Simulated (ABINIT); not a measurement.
# Calculated records

## KF (Carobbiite): G0W0 with ABINIT, start to end

The structure is cubic, space group Fm-3m (No. 225). The conventional cell has a = 5.344 Å, b = 5.344 Å, c = 5.344 Å, α = 90.00°, β = 90.00°, γ = 90.00°. Nearest to K lie 6 F at 2.67 Å. F has 6 K at 2.67 Å nearest. Farther neighbours, and contacts between anions beyond the nearest, are not listed.

```yaml
method: RPA screening on PBE, plane waves, norm-conserving pseudopotentials (and 2 further levels or steps)
program: ABINIT 10.8.3
settings: cutoff 36 Ha, PseudoDojo scalar-relativistic 0.4.1 standard, norm-conserving, ngkpt (4, 4, 4), nband 147, ecuteps 7.2 Ha, inclvkb 2, shiftk (0, 0, 0), symchi 1, awtr 1, frequency ppm, 4×4×4 k-mesh
cost: 5 runs, 37 s in all on 8 MPI ranks of Intel Xeon 6975P-C (Granite Rapids), shared host
notes: The cell and positions come from the Crystallography Open Database and are kept as given unless a step says otherwise. The 4×4×4 mesh is coarse for this cell, which bears on the long-range parts of exchange and screening.
pbe_gap: 6.20 eV, direct
g0w0_gap_on_the_mesh: 9.59 eV
gw_settings: 4×4×4 mesh, 147 bands, screening to 195.9 eV, Godby-Needs plasmon pole
known_limits: short of the basis limit; coarse k mesh
```

G0W0 moves the gap on the mesh from 6.20 eV to 9.59 eV (+3.39 eV), with Z of 0.81 and 0.90 at the edges. Local fields lower the RPA ε∞ on this mesh from 2.11 to 1.89; a Γ-centred mesh this coarse tends to raise both, most where the direct gap is narrow, while a short band sum lowers them.

[Long decimals in the printed logs are rounded to 6 places.]

[Logs are printed without paths, hosts, clocks, repeated set-up lines and the standing remarks that a program may print on its own settings, such as how far it seeks lower states.]

[Paths, hosts, dates, memory and timing lines, banners, echoed tables and standing remarks are left out of the program output; an Ansatz launch command may be rebuilt from the run's recorded settings. Measured values are a selection of at most five: reports struck by readers or far from the other reports are left out. None is set beside runs whose start may be inverted or whose files or cutoffs have a known fault.]

[Runs of the session that timed out or met a known fault of the program may be left out.]

[Hosts, paths, dates, database ids (printed as entryN), source tags and the programs' standing remarks are cut or masked in the printed files.]

[G0W0 gaps are taken among the corrected bands and points alone; a level outside them can change the order at an edge.]

[Where Ansatz stands beside ABINIT at settings called matched, ABINIT's density can come from a denser mesh and the files from another edition; pairs whose starting gaps differed by over 0.03 eV were left out, so agreement reads better than it is.]
